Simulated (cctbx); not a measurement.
# From intensities to atoms

Cell a = 8.5210 Å, b = 8.5210 Å, c = 8.5210 Å, α = 90.00°, β = 90.00°, γ = 90.00°; space group Fm-3m (no. 225); content Sr12 Al4.

Simulated single-crystal data (cctbx): synchrotron X-rays, λ = 0.7749 Å, to d = 0.8 Å, 80 % of the full sphere, strongest reflection 5000 counts, noise from counting, a 1.5 % proportional error and a noise floor of 15 counts (s.d.); no absorption.

1 earlier start (other random phases, and plain and normalised amplitudes in turn) led nowhere (symmetry correlation 0.92).

Charge flipping in P1 on plain amplitudes to 0.8 Å, δ = 1.1 σ, 30 % of the reflections treated as weak, 600 cycles:

```text
cycle      R  skewness
    0  0.436     0.44
   50  0.196     5.30
  100  0.198     5.17
  150  0.203     5.18
  200  0.194     5.16
  250  0.188     5.11
  300  0.197     5.14
  350  0.195     5.11
  400  0.201     5.04
  450  0.200     5.14
  500  0.192     5.02
  550  0.191     5.05
origin shift          correlation  skewness
 0.274  0.435  0.210      0.942      9.57
 0.024  0.185  0.460      0.942      8.67
 0.250  0.059  0.460      0.884      1.42
 0.000  0.309  0.210      0.882      1.58
taken: symmetry correlation 0.942, skewness 9.57
peak      x       y       z  mult  height/sigma
Q1    0.0000  0.0000  0.0000    4     22.1
Q2    0.2500  0.2500  0.2500    8     16.1
Q3    0.0000  0.0000  0.5000    4     10.4
Q4    0.0000  0.0000  0.1425   24      0.8
Q5    0.0789  0.0789  0.0789   32      0.7
Q6    0.0000  0.0000  0.3509   24      0.6
Q7    0.1537  0.1537  0.2635   96      0.5
Q8    0.0785  0.0785  0.4215   32      0.5
```

The origin is taken among those within 0.04 of the best correlation, by the skewness of the map.

It took 2 s on 1 thread of Arm Neoverse V2, with other jobs on the host, peak memory 0.08 GiB.

**Question.** Which peaks are atoms, and which elements?

Heights go roughly as Z and multiplicities must add up to the content. First model: Q1 = Sr1 (4 in the cell, height 22.1), Q2 = Sr2 (8 in the cell, height 16.1) and Q3 = Al1 (4 in the cell, height 10.4). Against the true structure, Q1 is Sr, Q2 is Sr and Q3 is Al; the other peaks are not atoms.

Least squares on F², isotropic:

```text
Rint 0.044, 52 unique reflections to 0.82 A
cycle     R1     wR2    GooF  max shift (A)
   1  0.0687  0.1341   9.055   0.00000
   2  0.0116  0.0131   0.888   0.00000
final R1 0.0116 wR2 0.0131 GooF 0.888  parameters 3  data/parameter 17.3
atom        x        y        z      Ueq    occ   su(xyz)  su(Uiso or U11)
Sr1    0.00000  0.00000  0.00000   0.0113  1.000  0.00000  0.0002
Sr2    0.25000  0.25000  0.25000   0.0112  1.000  0.00000  0.0002
Al1    0.00000  0.00000  0.50000   0.0156  1.000  0.00000  0.0006
difference map: max 0.25 min -0.23 rms 0.07
Q1    0.0784  0.0784  0.4216   32    0.26  1.16 A from Al1
Q2    0.0000  0.0000  0.5000    4    0.24  0.00 A from Al1
Q3    0.0000  0.1614  0.3386   48    0.22  1.95 A from Al1
Q4    0.0546  0.0546  0.2879   96    0.21  1.92 A from Al1
Q5    0.0000  0.1052  0.3948   48    0.20  1.27 A from Al1
```

Anisotropic refinement:

```text
Rint 0.044, 52 unique reflections to 0.82 A
cycle     R1     wR2    GooF  max shift (A)
   1  0.0115  0.0132   0.888   0.00000
final R1 0.0116 wR2 0.0131 GooF 0.888  parameters 3  data/parameter 17.3
atom        x        y        z      Ueq    occ   su(xyz)  su(Uiso or U11)
Sr1    0.00000  0.00000  0.00000   0.0113  1.000  0.00000  0.0002
Sr2    0.25000  0.25000  0.25000   0.0112  1.000  0.00000  0.0002
Al1    0.00000  0.00000  0.50000   0.0156  1.000  0.00000  0.0006
difference map: max 0.25 min -0.23 rms 0.07
Q1    0.0784  0.0784  0.4216   32    0.26  1.16 A from Al1
Q2    0.0000  0.0000  0.5000    4    0.24  0.00 A from Al1
Q3    0.0000  0.1614  0.3386   48    0.22  1.95 A from Al1
Q4    0.0546  0.0546  0.2879   96    0.21  1.92 A from Al1
Q5    0.0000  0.1052  0.3948   48    0.20  1.27 A from Al1
Q6    0.2107  0.2107  0.2893   32    0.18  0.58 A from Sr2
```

**Reading.** The refinement ends at R1 = 0.0116, wR2 = 0.0131, GooF = 0.89, with difference density between -0.23 and 0.25 e/Å³. Every site matches the true model in element, within 0.001 Å r.m.s., up to an allowed shift of origin.

True model:

```csv
atom,mult.,x,y,z,Ueq (Å²)
Sr1,8,1/4,1/4,3/4,0.0112
Sr2,4,1/2,0,0,0.0110
Al1,4,0,0,0,0.0154
```

This is a model crystal, built by substitution and not relaxed, with assumed displacement parameters.

[Middle refinement cycles are left out of these outputs.]

[Logs are printed without paths, hosts, clocks, repeated set-up lines and the standing remarks that a program may print on its own settings, such as how far it seeks lower states.]
